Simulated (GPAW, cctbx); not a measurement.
# Si with P on a Si site: the scripts behind a bonding study

Short scripts, each with its output. The cell is our own: Si with P on a Si site, neutral, in a cell of 16 atoms, repeated periodically, so this is a dense ordered array of defects; cell and atoms are relaxed.

### 1. Relax the structure

```text
cell
1.0
     0.000000000    5.470000000    5.470000000
     5.470000000    0.000000000    5.470000000
     5.470000000    5.470000000    0.000000000
P Si
1 15
Direct
0.000000000 0.000000000 0.000000000
0.875000000 0.375000000 0.875000000
0.000000000 0.500000000 0.000000000
0.875000000 0.875000000 0.875000000
0.500000000 0.500000000 0.000000000
0.375000000 0.875000000 0.875000000
0.500000000 0.000000000 0.000000000
0.375000000 0.375000000 0.875000000
0.000000000 0.500000000 0.500000000
0.875000000 0.875000000 0.375000000
0.000000000 0.000000000 0.500000000
0.875000000 0.375000000 0.375000000
0.500000000 0.000000000 0.500000000
0.375000000 0.375000000 0.375000000
0.500000000 0.500000000 0.500000000
0.375000000 0.875000000 0.375000000
```

```python
from ase.constraints import FixSymmetry
from ase.filters import FrechetCellFilter
from ase.io import read, write
from ase.optimize import BFGS
from ase.parallel import parprint
from gpaw import GPAW, PW, FermiDirac

atoms = read("start.vasp")
atoms.set_initial_magnetic_moments([0.05, 0.05, 0.05, 0.05, 0.05, 0.05, 0.05, 0.05, 0.05, 0.05, 0.05, 0.05, 0.05, 0.05, 0.05, 0.05])
atoms.set_constraint(FixSymmetry(atoms))
atoms.calc = GPAW(mode=PW(570), xc="PBE", kpts={"size": (2, 2, 2), "gamma": True},
                 occupations=FermiDirac(0.1), maxiter=120, symmetry={"tolerance": 1e-5}, txt="relax.txt")
BFGS(FrechetCellFilter(atoms), maxstep=0.15).run(fmax=0.04, steps=60)
parprint("cell  %.4f %.4f %.4f  %.2f %.2f %.2f" % tuple(atoms.cell.cellpar()))
parprint("volume %.3f A^3, largest force %.3f eV/A, largest stress %.2f GPa" % (atoms.get_volume(), abs(atoms.get_forces()).max(), 160.218 * abs(atoms.get_stress()).max()))
atoms.set_constraint()
write("relaxed.vasp", atoms, direct=True)
```

```console
$ OMP_NUM_THREADS=1 mpirun -n 8 gpaw python run.py > gpaw.log
```

```text
      Step        Energy          fmax
BFGS:    0      -84.873564        0.233706
BFGS:    1      -84.880184        0.194311
BFGS:    2      -84.894574        0.029947
cell  7.7342 7.7342 7.7342  60.00 60.00 60.00
volume 327.134 A^3, largest force 0.017 eV/A, largest stress 0.23 GPa
```

Time: 44 s on 8 cores of Arm Neoverse V2 (shared host), peak memory 2 GiB.

### 2. Build the all-electron density and subtract free atoms

```text
cell
1.0
     0.000000000    5.468882290    5.468882290
     5.468882290    0.000000000    5.468882290
     5.468882290    5.468882290    0.000000000
P Si
1 15
Direct
0.000000000 0.000000000 0.000000000
0.621908590 0.126030470 0.126030470
0.501590200 0.501590200 0.998409800
0.126030470 0.621908590 0.126030470
0.501590200 0.998409800 0.501590200
0.126030470 0.126030470 0.621908590
0.998409800 0.501590200 0.501590200
0.624679740 0.624679740 0.624679740
0.501590200 0.998409800 0.998409800
0.126030470 0.126030470 0.126030470
0.998409800 0.501590200 0.998409800
0.624679740 0.624679740 0.125960780
0.998409800 0.998409800 0.501590200
0.624679740 0.125960780 0.624679740
0.500000000 0.500000000 0.500000000
0.125960780 0.624679740 0.624679740
```

```python
import numpy as np
from ase.io import read
from ase.units import Bohr
from gpaw import GPAW, PW, FermiDirac
from gpaw.calculator import GPAW as OldGPAW
from gpaw.mpi import serial_comm, world
from scipy.special import erfc
from scipy.spatial import cKDTree

atoms = read("cell.vasp")
atoms.set_initial_magnetic_moments([0.05, 0.05, 0.05, 0.05, 0.05, 0.05, 0.05, 0.05, 0.05, 0.05, 0.05, 0.05, 0.05, 0.05, 0.05, 0.05])
atoms.calc = GPAW(mode=PW(450), xc="PBE", kpts={"size": (3, 3, 3), "gamma": True},
                 occupations=FermiDirac(0.1), maxiter=120, symmetry={"tolerance": 1e-5}, txt="scf.txt")
atoms.get_potential_energy()
rho = atoms.calc.get_all_electron_density(gridrefinement=2)
moments = atoms.get_magnetic_moments() if atoms.calc.get_number_of_spins() == 2 else np.zeros(len(atoms))
total = atoms.get_magnetic_moment() if moments.any() else 0.0
if world.rank == 0:
    free = OldGPAW(mode=PW(450), xc="PBE", txt=None, communicator=serial_comm)
    neutral = atoms.copy()
    neutral.set_initial_magnetic_moments(None)
    free.initialize(neutral)
    free.set_positions(neutral)
    drho = rho - free.get_all_electron_density(gridrefinement=2)
    # GPAW starts from confined atoms: exchange their smooth part for that of the datasets' free atoms
    h = np.stack(np.meshgrid(*[np.fft.fftfreq(n, 1 / n) for n in drho.shape], indexing="ij"), -1)
    gabs = np.linalg.norm(h @ atoms.cell.reciprocal(), axis=-1)
    tails = np.fft.fftn(free.get_pseudo_density(gridrefinement=2))
    g, form, v0 = np.linspace(0, gabs.max(), 1500), {}, 0
    for e in set(atoms.symbols):
        idx = atoms.symbols.search(e)
        d = free.setups[idx[0]].data
        r, w = d.rgd.r_g * Bohr, d.rgd.r_g**2 * d.rgd.dr_g
        j0 = np.sinc(2 * g[:, None] * r)
        smooth = sum(f * p**2 for f, p in zip(d.f_j, d.phit_jg)) + np.sqrt(4 * np.pi) * d.nct_g
        full = sum(f * p**2 for f, p in zip(d.f_j, d.phi_jg)) + np.sqrt(4 * np.pi) * d.nc_g
        phase = sum(np.exp(-2j * np.pi * h @ s) for s in atoms.get_scaled_positions()[idx])
        tails -= np.interp(gabs, g, j0 @ (smooth * w)) * phase * drho.size / atoms.get_volume()
        form[e] = j0 @ (full * w)
        v0 += 2 * np.pi / 3 * 14.3996 * (full * w * r**2).sum() * len(idx)  # V A^3
    tails *= 0.5 * erfc((gabs - 1.8) / 0.25)  # the tails differ at long wavelengths alone
    drho += np.fft.ifftn(tails).real  # crystal minus superposed spherical free atoms
    np.save("drho.npy", drho)
    dv = atoms.get_volume() / drho.size
    print("grid", drho.shape, " electrons %.3f" % (rho.sum() * dv), " moved by bonding %.3f e" % (abs(drho).sum() * dv / 2))
    pts = np.indices(drho.shape).reshape(3, -1).T / drho.shape @ atoms.cell
    shifts = (np.indices((3, 3, 3)).reshape(3, -1).T - 1) @ atoms.cell
    images = (atoms.positions[None] + shifts[:, None]).reshape(-1, 3)
    dist, idx = cKDTree(images).query(pts, k=4)
    out = drho.ravel()[dist[:, 0] > 0.5]
    print("deformation density beyond 0.5 A of the nuclei: max %.3f, min %.3f e/A^3" % (out.max(), out.min()))
    tie = dist < dist[:, :1] + 1e-4
    q = -np.bincount((idx % len(atoms))[tie], (drho.ravel()[:, None] / tie.sum(1, keepdims=True) * tie)[tie], len(atoms)) * dv
    print("atom        x       y       z   Voronoi charge  moment")
    for a, s, c, m in zip(atoms, atoms.get_scaled_positions(), q, moments):
        print("%-2s%-3d %7.4f %7.4f %7.4f %10.3f %10.2f" % (a.symbol, a.index + 1, *s, c, m))
    np.savez("free.npz", g=g, **form)
    print("mean inner potential of superposed free atoms %.3f V" % (v0 / atoms.get_volume()))
    print("total magnetic moment %.3f muB" % total)
```

```console
$ OMP_NUM_THREADS=1 mpirun -n 8 gpaw python run.py > gpaw.log
```

```text
grid (80, 80, 80)  electrons 225.000  moved by bonding 4.480 e
deformation density beyond 0.5 A of the nuclei: max 0.191, min -0.101 e/A^3
atom        x       y       z   Voronoi charge  moment
P 1    0.0000  0.0000  0.0000     -0.018       0.00
Si2    0.6219  0.1260  0.1260      0.019       0.00
Si3    0.5016  0.5016  0.9984     -0.015      -0.00
Si4    0.1260  0.6219  0.1260      0.019       0.00
Si5    0.5016  0.9984  0.5016     -0.015      -0.00
Si6    0.1260  0.1260  0.6219      0.019       0.00
Si7    0.9984  0.5016  0.5016     -0.015      -0.00
Si8    0.6247  0.6247  0.6247      0.005      -0.00
Si9    0.5016  0.9984  0.9984     -0.015      -0.00
Si10   0.1260  0.1260  0.1260      0.019       0.00
Si11   0.9984  0.5016  0.9984     -0.015      -0.00
Si12   0.6247  0.6247  0.1260      0.005      -0.00
Si13   0.9984  0.9984  0.5016     -0.015      -0.00
Si14   0.6247  0.1260  0.6247      0.005      -0.00
Si15   0.5000  0.5000  0.5000      0.015      -0.00
Si16   0.1260  0.6247  0.6247      0.005      -0.00
mean inner potential of superposed free atoms 13.482 V
total magnetic moment 0.001 muB
```

Time: 24 s.

### 3. Fourier-transform the difference

```python
from cctbx import adptbx, crystal, miller, xray
from cctbx.eltbx import tiny_pse
import numpy as np

cs = crystal.symmetry(unit_cell=(10.9378, 10.9378, 10.9378, 90, 90, 90), space_group_symbol='Hall: F -4 2 3')  # F-43m
atoms = [  # label, site, U (iso, or U11 U22 U33 U12 U13 U23 in A^2), occupancy
    ("P1", (0, 0, 0), 0.0000, 1),
    ("Si1", (0.12603, 0.87397, 0.87397), 0.0000, 1),
    ("Si2", (0.25, 0.25, 0.50159), 0.0000, 1),
    ("Si3", (0.12468, 0.12468, 0.62468), 0.0000, 1),
    ("Si4", (0.5, 0, 0), 0.0000, 1),
]
xs = xray.structure(crystal_symmetry=cs)
for label, site, u, occ in atoms:
    u = adptbx.u_cif_as_u_star(cs.unit_cell(), u) if isinstance(u, tuple) else u
    xs.add_scatterer(xray.scatterer(label, site=site, u=u, occupancy=occ))
xs.scattering_type_registry(table="wk1995")
drho = np.load("drho.npy")
T = np.array([[-1, 1, 1], [1, -1, 1], [1, 1, -1]])  # conventional axes in terms of the primitive ones
dF = np.fft.ifftn(drho) * 1308.53612  # electrons a conventional cell, indexed by primitive hkl
ms = miller.build_set(cs, anomalous_flag=False, d_min=0.9).sort("resolution")
iam = ms.structure_factors_from_scatterers(xs, algorithm="direct").f_calc()
p1 = xs.expand_to_p1()
z = np.array([tiny_pse.table(sc.scattering_type).atomic_number() for sc in p1.scatterers()])
x = np.array(p1.sites_frac())
free = np.load("free.npz")
print("static structure factors of the conventional cell: F in electrons, V (Mott-Bethe) in volts")
print("   h  k  l      d  |F| table  |F| free   |F| DFT   change   |V| free  |V| DFT  change %")
for h, d, table in list(zip(ms.indices(), ms.d_spacings().data(), iam.data()))[:18]:
    df = dF[tuple(np.rint(np.linalg.solve(T, h)).astype(int))]
    phase = np.exp(2j * np.pi * x @ h)
    f = sum(np.interp(1 / d, free["g"], free[sc.scattering_type]) * p for sc, p in zip(p1.scatterers(), phase))
    fz = (z * phase).sum()
    c = 14.3996 * d * d / (np.pi * cs.unit_cell().volume())
    v0, v1 = abs(fz - f) * c, abs(fz - f - df) * c
    print("%4d%3d%3d %7.4f %9.3f %9.3f %9.3f %8.3f %9.3f %8.3f %8s" % (h + (d, abs(table), abs(f), abs(f + df), abs(f + df) - abs(f), v0, v1, "%.1f" % (100 * (v1 / v0 - 1)) if v0 > 0.02 else "-")))
```

```console
$ python run.py
```

```text
static structure factors of the conventional cell: F in electrons, V (Mott-Bethe) in volts
   h  k  l      d  |F| table  |F| free   |F| DFT   change   |V| free  |V| DFT  change %
   1  1  1  6.3149     2.582     2.540     2.204   -0.336     0.038    0.031    -19.0
   0  2  0  5.4689     2.279     2.222     1.799   -0.423     0.025    0.019    -25.8
   0  2  2  3.8671     3.804     3.749     3.552   -0.197     0.018    0.028        -
   1  3  1  3.2979     3.240     3.207     3.281    0.073     0.024    0.021    -14.6
   2  2  2  3.1575   480.335   481.632   488.364    6.732     5.402    5.167     -4.4
   0  4  0  2.7344     2.891     2.889     3.165    0.276     0.029    0.022    -25.0
   1  3  3  2.5093     5.167     5.185     5.222    0.037     0.055    0.054     -0.9
   0  4  2  2.4458     3.954     3.975     4.198    0.223     0.044    0.039    -10.7
   2  4  2  2.2327     3.429     3.451     3.929    0.478     0.038    0.030    -21.9
   3  3  3  2.1050    10.548    10.549    11.084    0.535     0.088    0.080    -10.0
   1  5  1  2.1050     9.561     9.588     9.788    0.200     0.088    0.085     -3.9
   0  4  4  1.9335   561.008   561.133   557.635   -3.498     4.433    4.479      1.0
   1  5  3  1.8488     0.966     0.986     0.933   -0.053     0.019    0.018        -
   2  4  4  1.8230     0.547     0.593     0.719    0.125     0.018    0.019        -
   0  6  0  1.8230     5.192     5.237     5.536    0.299     0.053    0.050     -6.6
   0  6  2  1.7294     1.604     1.651     1.883    0.231     0.026    0.023     -9.4
   3  5  3  1.6680     1.617     1.650     1.396   -0.254     0.023    0.025      7.9
   2  6  2  1.6489   371.621   371.272   365.525   -5.747     2.522    2.577      2.2
```

Time: 0.36 s on 1 core of Arm Neoverse V2 (shared host), peak memory 0.09 GiB.

[Outputs are excerpts: Python notices, other lines and further rows are left out; steps that failed or that the build refused (PBEsol, TPSS) are not shown.]

[Logs are printed without paths, hosts, clocks, repeated set-up lines and the standing remarks that a program may print on its own settings, such as how far it seeks lower states.]
